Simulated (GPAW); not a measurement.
# Conductance along a series: segments of Ru in a W chain

How does transport respond as one structural variable is stepped? The junctions: segments of Ru in a W chain.

Method: GPAW LCAO, PAW setups; Landauer transmission from Green's functions with principal layers (ASE), zero bias, in GPAW 26.7.0.

Most raw output is cut from this account.

**1. Set-up**

The cell holds 15 atoms: 14 W and 1 Ru. Cell: a = 9.000 Å, b = 9.000 Å, c = 33.721 Å, α = 90.0°, β = 90.0°, γ = 90.0°. Regions: left lead, 7 atoms (7 W); channel, 1 atom (1 Ru); right lead, 7 atoms (7 W). Vacuum lies along a and b. The structure is stacked along c, and the current runs across the ab planes.

**2. Junction, foreign atoms 1**

The structure changes from member to member while basis and functional stay, so that the trend is less open to errors of the level than any single value.

Contents of run.py:

```python
import json
import numpy as np
from ase import Atoms
from ase.transport.calculators import TransportCalculator
from gpaw import GPAW, FermiDirac
from gpaw.lcao.tools import get_lcao_hamiltonian
from scipy.linalg import eigh

# The junction with lead layers at both ends, along the third cell vector
device = Atoms(
    ['W', 'W', 'W', 'W', 'W', 'W', 'W', 'Ru', 'W', 'W', 'W', 'W', 'W', 'W', 'W'],
    positions=[
        [4.50000, 4.50000, 1.12500],
        [4.50000, 4.50000, 3.37500],
        [4.50000, 4.50000, 5.62500],
        [4.50000, 4.50000, 7.87500],
        [4.50000, 4.50000, 10.12500],
        [4.50000, 4.50000, 12.37500],
        [4.50000, 4.50000, 14.62500],
        [4.50000, 4.50000, 16.86060],
        [4.50000, 4.50000, 19.09620],
        [4.50000, 4.50000, 21.34620],
        [4.50000, 4.50000, 23.59620],
        [4.50000, 4.50000, 25.84620],
        [4.50000, 4.50000, 28.09620],
        [4.50000, 4.50000, 30.34620],
        [4.50000, 4.50000, 32.59620]],
    cell=[[9.0, 0.0, 0.0], [0.0, 9.0, 0.0], [0.0, 0.0, 33.7212]],
    pbc=True)

# One principal layer of the lead: the first 5 atoms of the device
lead = Atoms(
    ['W', 'W', 'W', 'W', 'W'],
    positions=[
        [4.50000, 4.50000, 1.12500],
        [4.50000, 4.50000, 3.37500],
        [4.50000, 4.50000, 5.62500],
        [4.50000, 4.50000, 7.87500],
        [4.50000, 4.50000, 10.12500]],
    cell=[[9.0, 0.0, 0.0], [0.0, 9.0, 0.0], [0.0, 0.0, 11.25]],
    pbc=True)

settings = dict(mode='lcao', basis='dzp', xc='RPBE', h=0.2,
                occupations=FermiDirac(0.1), maxiter=250,
                mixer=dict(beta=0.1, nmaxold=8, weight=100.0),
                convergence=dict(density=0.0001))
energies = np.arange(-3, 3 + 1e-9, 0.075)
eta = 0.0001
n1, n2 = 1, 1
# k and -k transmit alike, so half of the mesh across the current serves
mesh = [(i, j) for i in range(n1) for j in range(n2) if (i, j) <= (-i % n1, -j % n2)]
weights = np.array([1 if (i, j) == (-i % n1, -j % n2) else 2 for i, j in mesh]) / (n1 * n2)


def ground_state(atoms, size, txt):
    atoms.calc = GPAW(kpts={'size': size, 'gamma': True}, symmetry={'tolerance': 1e-3}, txt=txt, **settings)
    atoms.get_potential_energy()
    return atoms.calc.get_fermi_level()


def blocks(atoms, fermi, points, nz, cells):
    """H - E_F S and S between cell 0 and the cells above it, at each point across the current."""
    kz = np.arange(nz) / nz
    calc = atoms.calc.fixed_density(kpts=[(*k, z) for k in points for z in kz], symmetry='off', txt=None)
    H, S = get_lcao_hamiltonian(calc)
    H = (H - fermi * S).reshape(len(H), len(points), nz, *S.shape[1:])
    S = S.reshape(H.shape[1:])
    phases = [np.exp(-2j * np.pi * kz * R) / nz for R in cells]
    return [(np.einsum('skzij,z->ksij', H, p), np.einsum('kzij,z->kij', S, p)) for p in phases]


def pair(a, b):
    return np.block([[a, b], [b.T.conj(), a]])


def count_channels(h, s, cells, nk=240):
    """Half the number of times that the lead's bands cross each energy, unfolded to its shortest repeat."""
    b = len(h) // cells
    bands = []
    for k in (np.arange(nk + 1) + 0.5) / nk:
        hk, sk = h[:b, :b].copy(), s[:b, :b].copy()
        for R in range(1, cells):
            phase, block = np.exp(2j * np.pi * k * R), slice(R * b, (R + 1) * b)
            hk += h[:b, block] * phase + (h[:b, block] * phase).T.conj()
            sk += s[:b, block] * phase + (s[:b, block] * phase).T.conj()
        bands.append(eigh(hk, sk, eigvals_only=True))
    below = np.array(bands)[:, :, None] < energies
    return (below[1:] != below[:-1]).sum((0, 1)) / 2


fermi_lead = ground_state(lead, (1, 1, 10), 'lead.txt')
fermi_device = ground_state(device, (1, 1, 3), 'device.txt')
T, channels, eigen, tail, misfit, shifts = [], [], [], 0.0, 0.0, []
for first in range(0, len(mesh), 493):
    points = [(i / n1, j / n2) for i, j in mesh[first:first + 493]]
    (H0k, S0k), (H1k, S1k), (H2k, _) = blocks(lead, fermi_lead, points, 5, range(3))
    [(Hk, Sk)] = blocks(device, fermi_device, points, 2, [0])
    tail = max(tail, abs(H2k).max())
    for H0, S0, H1, S1, H, S in zip(H0k, S0k, H1k, S1k, Hk, Sk):
        n = len(S0)
        # Shift the lead onto the potential of the device's first layer
        shift = ((H[:, 0, 0] - H0[:, 0, 0]) / S0[0, 0]).real.mean()
        shifts.append(shift)
        misfit = max(misfit, abs(H[:, :n, :n] - H0 - shift * S0).max())
        Tk, Ck, Ek = [], [], []
        for s in range(len(H)):
            t = s % len(H0)  # a lead without moments serves both spins
            h1, s1 = pair(H0[t] + shift * S0, H1[t] + shift * S1), pair(S0, S1)
            leads = dict(h1=h1, s1=s1, energies=energies, eta=eta, eta1=eta, eta2=eta)
            calc = TransportCalculator(h=H[s], s=S, eigenchannels=3, **leads)
            Tk.append(calc.get_transmission())
            Ek.append(np.sort(calc.eigenchannels_ne, axis=0)[::-1])
            Ck.append(count_channels(h1, s1, 10))
        T.append(Tk)
        channels.append(Ck)
        eigen.append(Ek)
T, channels = np.array(T), np.array(channels)
mean, open_channels = np.einsum('kse,k->se', T, weights), np.einsum('kse,k->se', channels, weights)

print(f'basis functions: device {len(S)}, principal layer {n}')
print(f'Fermi level: lead {fermi_lead:.4f} eV, device {fermi_device:.4f} eV; lead shifted by {np.mean(shifts):.4f} eV')
print(f'largest coupling past the next layer {tail:.2e} eV, largest misfit of the first layer {misfit:.3f} eV')
print('  E-E_F (eV)   ' + 'T (one spin)  channels')
for e, t, c in zip(energies, mean.T, open_channels.T):
    print(f'{e:10.3f}  ', *[f'{x:11.4e}' for x in t], *[f'{x:9.4f}' for x in c])

kT = 8.617333e-5 * 200
fine = np.linspace(energies[0], energies[-1], 4001)
both = np.exp(np.interp(fine, energies, np.log(np.maximum(mean.sum(0) * 2 / len(mean), 1e-30))))
fermi = lambda mu: 1 / (1 + np.exp(np.clip((fine - mu) / kT, -200, 200)))
slope = fermi(0) * (1 - fermi(0)) / kT
G = np.trapezoid(both * slope, fine) / 2
seebeck = -np.trapezoid(both * slope * fine, fine) / (2 * G * 200) * 1e6
print(f'conductance at 200 K: {G:.5g} G0 a cell; thermopower {seebeck:.4g} uV/K')
bias = [0.1, 0.2, 0.5, 1.0, 1.5, 2.0]
current = [38.74 * np.trapezoid(both * (fermi(V / 2) - fermi(-V / 2)), fine) for V in bias]
for V, I in zip(bias, current):
    print(f'current from the zero-bias T(E) at {V} V: {I:.5g} uA')
zero = abs(energies).argmin()
json.dump(dict(energies=energies.tolist(), T=mean.tolist(), channels=open_channels.tolist(), G=G, seebeck=seebeck,
               bias=bias, current=current, tail=tail, misfit=misfit, shift=np.mean(shifts), n_device=len(S), n_lead=n,
               fermi=[fermi_lead, fermi_device], energy=device.get_potential_energy(),
               moments=device.get_magnetic_moments().tolist(), mesh=mesh, weights=weights.tolist(),
               T_k=T[:, :, zero].tolist(), eigen=np.array(eigen[0]).tolist()), open('result.json', 'w'))
```

On the command line:

```bash
> OMP_NUM_THREADS=1 OPENBLAS_NUM_THREADS=1 python run.py
```

Elapsed: 3.2 min, on 1 thread of Arm Neoverse V2, shared host; peak memory 1.4 GiB.

Numbers from this step:

| Property | Result |
| --- | --- |
| conductance | 4.965 G₀ |
| largest coupling past the next principal layer | 7.82e-6 eV |
| largest misfit of the first principal layer | 0.04539 eV |
| shift that aligns the lead | 0.01392 eV |
| basis functions of the junction | 435 |
| basis functions of a principal layer | 145 |
| transmission at the Fermi level (one spin) | 4.969 |

One spin. Table of transmission, zone mean by energy, zero at the Fermi level:

energy (eV), transmission, zone mean and a bar from the least value:
```
    -3.00       2.50 ###########
    -2.85       2.56 ############
    -2.70       2.59 ############
    -2.55       2.59 ############
    -2.33       2.48 ###########
    -2.17       2.85 ##############
    -2.02       3.17 ################
    -1.88       3.24 #################
    -1.73       3.29 #################
    -1.57       3.33 ##################
    -1.35       3.37 ##################
    -1.20       3.40 ##################
    -1.05       3.42 ##################
    -0.90       3.44 ##################
    -0.75       3.44 ##################
    -0.60       4.02 #######################
    -0.38       4.59 ###########################
    -0.23       4.83 #############################
    -0.07       4.96 ##############################
     0.00       4.97 ##############################
     0.07       4.95 ##############################
     0.23       4.84 #############################
     0.38       4.61 ###########################
     0.60       4.22 ########################
     0.75       4.01 #######################
     0.90       3.81 #####################
     1.05       3.64 ####################
     1.20       3.52 ###################
     1.35       3.39 ##################
     1.57       3.00 ###############
     1.73       1.69 #####
     1.88       1.59 #####
     2.02       1.53 ####
     2.17       1.44 ###
     2.33       1.22 ##
     2.55       0.99 
     2.70       1.00 
     2.85       1.00 
     3.00       0.99
```

Not self-consistent under bias; the bias window is split evenly. Table of current through one cell, from the zero-bias transmission by bias:

```
bias (V)  current through one cell, from the zero-bias transmission (mA)
   0.100                                                          0.0385
   0.200                                                          0.0768
   0.500                                                           0.190
   1.000                                                           0.368
   1.500                                                           0.526
   2.000                                                           0.667
```

The transmission of the three most open eigenchannels by energy, zero at the Fermi level:

```
energy (eV)  channel 1  channel 2  channel 3
    -3.0000      0.977      0.763      0.763
    -2.7750      0.965      0.808      0.808
    -2.4750      0.879      0.839      0.839
    -2.2500      0.856      0.856      0.705
    -2.0250      0.887      0.873      0.873
    -1.7250      0.895      0.895      0.857
    -1.5000      0.908      0.908      0.872
    -1.2750      0.914      0.914      0.891
    -0.9750      0.908      0.908      0.905
    -0.7500      0.912      0.897      0.897
    -0.5250      0.915      0.886      0.886
    -0.2250      0.914      0.875      0.875
     0.0000      0.907      0.871      0.871
     0.2250      0.896      0.864      0.864
     0.5250      0.875      0.869      0.843
     0.7500      0.883      0.854      0.818
     0.9750      0.895      0.831      0.790
     1.2750      0.903      0.796      0.753
     1.5000      0.902      0.767      0.685
     1.7250      0.893      0.734     0.0325
     2.0250      0.862      0.668     6.5e-6
     2.2500      0.808      0.550     5.6e-6
     2.4750      0.946     5.2e-6     3.1e-9
     2.7750      0.999     4.0e-6          0
     3.0000      0.993     3.3e-6          0
```

Couplings past the next layer reach 7.8e-6 eV, small enough to drop; the matrix elements of the cell's first layer differ from the bulk lead's by up to 0.045 eV. That layer keeps its own values in the calculation, and only beyond it is the lead taken as perfect. The Fermi levels of lead and junction count from different zeros of potential, one for each periodic cell; with both set to zero, the small remaining shift is what aligns them. Without spin-orbit coupling, which is large for these atoms, channel counts and T are those of the scalar-relativistic bands. By hand: G = 4.965 × 77.48 μS = 385 μS, a resistance of 2.60 kΩ; at 0.1 V a linear junction would pass 38.5 μA, and the integral over the bias window gives 38.5 μA.

**3. Junction, 16 atoms: segment atoms = 2**

System of this step: 2 Ru atoms in a W chain. The cell holds 16 atoms: 14 W and 2 Ru. Its edges and angles: a = 9.000 Å, b = 9.000 Å, c = 35.971 Å, α = 90.0°, β = 90.0°, γ = 90.0°. Regions: left lead, 7 atoms (7 W); channel, 2 atoms (2 Ru); right lead, 7 atoms (7 W). Vacuum lies along a and b. The structure is stacked along c, and the current runs across the ab planes.

Changes to run.py since step 2:

```diff
@@ -10,3 +10,3 @@
 device = Atoms(
-    ['W', 'W', 'W', 'W', 'W', 'W', 'W', 'Ru', 'W', 'W', 'W', 'W', 'W', 'W', 'W'],
+    ['W', 'W', 'W', 'W', 'W', 'W', 'W', 'Ru', 'Ru', 'W', 'W', 'W', 'W', 'W', 'W', 'W'],
     positions=[
@@ -20,3 +20,3 @@
         [4.50000, 4.50000, 16.86060],
-        [4.50000, 4.50000, 19.09620],
+        [4.50000, 4.50000, 19.11060],
         [4.50000, 4.50000, 21.34620],
@@ -26,4 +26,5 @@
         [4.50000, 4.50000, 30.34620],
-        [4.50000, 4.50000, 32.59620]],
-    cell=[[9.0, 0.0, 0.0], [0.0, 9.0, 0.0], [0.0, 0.0, 33.7212]],
+        [4.50000, 4.50000, 32.59620],
+        [4.50000, 4.50000, 34.84620]],
+    cell=[[9.0, 0.0, 0.0], [0.0, 9.0, 0.0], [0.0, 0.0, 35.9712]],
     pbc=True)
@@ -91,6 +92,6 @@
 fermi_lead = ground_state(lead, (1, 1, 10), 'lead.txt')
-fermi_device = ground_state(device, (1, 1, 3), 'device.txt')
+fermi_device = ground_state(device, (1, 1, 2), 'device.txt')
 T, channels, eigen, tail, misfit, shifts = [], [], [], 0.0, 0.0, []
-for first in range(0, len(mesh), 493):
-    points = [(i / n1, j / n2) for i, j in mesh[first:first + 493]]
+for first in range(0, len(mesh), 434):
+    points = [(i / n1, j / n2) for i, j in mesh[first:first + 434]]
     (H0k, S0k), (H1k, S1k), (H2k, _) = blocks(lead, fermi_lead, points, 5, range(3))
```

Run time: 3.7 min. Hardware: 1 thread; peak memory 1.4 GiB.

Numbers from this step:

```yaml
conductance: 4.678 G₀
thermopower: 1.969 μV/K
largest_misfit_of_the_first_principal_layer: 0.04859 eV
shift_that_aligns_the_lead: 0.02481 eV
basis_functions_of_the_junction: 464
transmission_at_the_fermi_level_one_spin: 4.687
```

One spin. Transmission, zone mean against energy, zero at the Fermi level:

```
energy (eV)  transmission, zone mean
      -3.00                     2.82
      -2.85                     2.87
      -2.70                     2.90
      -2.55                     2.89
      -2.33                     3.07
      -2.17                     3.07
      -2.02                     2.98
      -1.88                     3.09
      -1.73                     3.13
      -1.57                     3.16
      -1.35                     3.18
      -1.20                     3.23
      -1.05                     3.32
      -0.90                     3.40
      -0.75                     3.47
      -0.68                     5.39
      -0.60                     5.25
      -0.38                     4.99
      -0.23                     4.85
      -0.07                     4.80
       0.00                     4.69
       0.07                     4.52
       0.23                     4.16
       0.38                     3.81
       0.60                     3.37
       0.75                     3.16
       0.90                     2.97
       1.05                     2.79
       1.20                     2.60
       1.35                     2.40
       1.57                     2.04
       1.73                     1.36
       1.88                     1.27
       2.02                     1.16
       2.17                     1.01
       2.33                    0.789
       2.55                    0.784
       2.70                    0.903
       2.85                    0.955
       3.00                    0.981
```

Not self-consistent under bias; the bias window is split evenly. Table of current through one cell, from the zero-bias transmission by bias:

```
bias (V)  current through one cell, from the zero-bias transmission (mA)
   0.100                                                          0.0362
   0.200                                                          0.0723
   0.500                                                           0.178
   1.000                                                           0.349
   1.500                                                           0.509
   2.000                                                           0.634
```

Transmission of the three most open eigenchannels against energy, zero at the Fermi level:

```
energy (eV)  channel 1  channel 2  channel 3
    -3.0000      0.975      0.921      0.921
    -2.7750      0.965      0.965      0.958
    -2.4750      0.993      0.993      0.892
    -2.2500      0.999      0.999      0.921
    -2.0250      0.997      0.997      0.951
    -1.7250      0.997      0.991      0.991
    -1.5000      0.996      0.984      0.984
    -1.2750      0.987      0.973      0.973
    -0.9750      0.980      0.951      0.951
    -0.7500      0.974      0.929      0.929
    -0.5250      0.965      0.904      0.904
    -0.2250      0.947      0.926      0.863
     0.0000      0.983      0.928      0.824
     0.2250      0.997      0.901      0.775
     0.5250      0.996      0.850      0.697
     0.7500      0.985      0.799      0.632
     0.9750      0.968      0.731      0.566
     1.2750      0.951      0.616      0.461
     1.5000      0.939      0.528      0.359
     1.7250      0.912      0.446    0.00119
     2.0250      0.838      0.319     2.4e-5
     2.2500      0.744      0.167     2.1e-5
     2.4750      0.658     1.9e-5     1.0e-9
     2.7750      0.934     1.3e-5          0
     3.0000      0.981     1.0e-5          0
```

The conductance, 4.68 G₀, lies 5.8 % below that of the member before.

**4. Member of the series, 17 atoms: segment atoms = 3**

System of this step: 3 Ru atoms in a W chain. The cell holds 17 atoms: 14 W and 3 Ru. Cell: a = 9.000 Å, b = 9.000 Å, c = 38.221 Å, α = 90.0°, β = 90.0°, γ = 90.0°. Regions: left lead, 7 atoms (7 W); channel, 3 atoms (3 Ru); right lead, 7 atoms (7 W). Vacuum lies along a and b. The structure is stacked along c, and the current runs across the ab planes.

Changes to run.py since step 3:

```diff
@@ -10,3 +10,3 @@
 device = Atoms(
-    ['W', 'W', 'W', 'W', 'W', 'W', 'W', 'Ru', 'Ru', 'W', 'W', 'W', 'W', 'W', 'W', 'W'],
+    ['W', 'W', 'W', 'W', 'W', 'W', 'W', 'Ru', 'Ru', 'Ru', 'W', 'W', 'W', 'W', 'W', 'W', 'W'],
     positions=[
@@ -21,3 +21,3 @@
         [4.50000, 4.50000, 19.11060],
-        [4.50000, 4.50000, 21.34620],
+        [4.50000, 4.50000, 21.36060],
         [4.50000, 4.50000, 23.59620],
@@ -27,4 +27,5 @@
         [4.50000, 4.50000, 32.59620],
-        [4.50000, 4.50000, 34.84620]],
-    cell=[[9.0, 0.0, 0.0], [0.0, 9.0, 0.0], [0.0, 0.0, 35.9712]],
+        [4.50000, 4.50000, 34.84620],
+        [4.50000, 4.50000, 37.09620]],
+    cell=[[9.0, 0.0, 0.0], [0.0, 9.0, 0.0], [0.0, 0.0, 38.2212]],
     pbc=True)
@@ -94,4 +95,4 @@
 T, channels, eigen, tail, misfit, shifts = [], [], [], 0.0, 0.0, []
-for first in range(0, len(mesh), 434):
-    points = [(i / n1, j / n2) for i, j in mesh[first:first + 434]]
+for first in range(0, len(mesh), 384):
+    points = [(i / n1, j / n2) for i, j in mesh[first:first + 384]]
     (H0k, S0k), (H1k, S1k), (H2k, _) = blocks(lead, fermi_lead, points, 5, range(3))
```

Elapsed: 3.8 min, on 1 thread; peak memory 1.5 GiB.

The conductance, 5.29 G₀, lies 13 % above that of the member before.

**5. Member of the series, 18 atoms: segment atoms = 4**

System of this step: 4 Ru atoms in a W chain. The cell holds 18 atoms: 14 W and 4 Ru. Its edges and angles: a = 9.000 Å, b = 9.000 Å, c = 40.471 Å, α = 90.0°, β = 90.0°, γ = 90.0°. Regions: left lead, 7 atoms (7 W); channel, 4 atoms (4 Ru); right lead, 7 atoms (7 W). Vacuum lies along a and b. The structure is stacked along c, and the current runs across the ab planes.

Changes to run.py since step 4:

```diff
@@ -10,3 +10,3 @@
 device = Atoms(
-    ['W', 'W', 'W', 'W', 'W', 'W', 'W', 'Ru', 'Ru', 'Ru', 'W', 'W', 'W', 'W', 'W', 'W', 'W'],
+    ['W', 'W', 'W', 'W', 'W', 'W', 'W', 'Ru', 'Ru', 'Ru', 'Ru', 'W', 'W', 'W', 'W', 'W', 'W', 'W'],
     positions=[
@@ -22,3 +22,3 @@
         [4.50000, 4.50000, 21.36060],
-        [4.50000, 4.50000, 23.59620],
+        [4.50000, 4.50000, 23.61060],
         [4.50000, 4.50000, 25.84620],
@@ -28,4 +28,5 @@
         [4.50000, 4.50000, 34.84620],
-        [4.50000, 4.50000, 37.09620]],
-    cell=[[9.0, 0.0, 0.0], [0.0, 9.0, 0.0], [0.0, 0.0, 38.2212]],
+        [4.50000, 4.50000, 37.09620],
+        [4.50000, 4.50000, 39.34620]],
+    cell=[[9.0, 0.0, 0.0], [0.0, 9.0, 0.0], [0.0, 0.0, 40.4712]],
     pbc=True)
@@ -95,4 +96,4 @@
 T, channels, eigen, tail, misfit, shifts = [], [], [], 0.0, 0.0, []
-for first in range(0, len(mesh), 384):
-    points = [(i / n1, j / n2) for i, j in mesh[first:first + 384]]
+for first in range(0, len(mesh), 342):
+    points = [(i / n1, j / n2) for i, j in mesh[first:first + 342]]
     (H0k, S0k), (H1k, S1k), (H2k, _) = blocks(lead, fermi_lead, points, 5, range(3))
```

Run time: 4.4 min. Hardware: 1 thread; peak memory 1.6 GiB.

The conductance, 5.52 G₀, lies 4.3 % above that of the member before.

(Part 1 of 2 ends here.)

[Logs are printed without paths, hosts, clocks, repeated set-up lines and the standing remarks that a program may print on its own settings, such as how far it seeks lower states.]

[Hosts, paths, dates, database ids (printed as entryN), source tags and the programs' standing remarks are cut or masked in the printed files.]
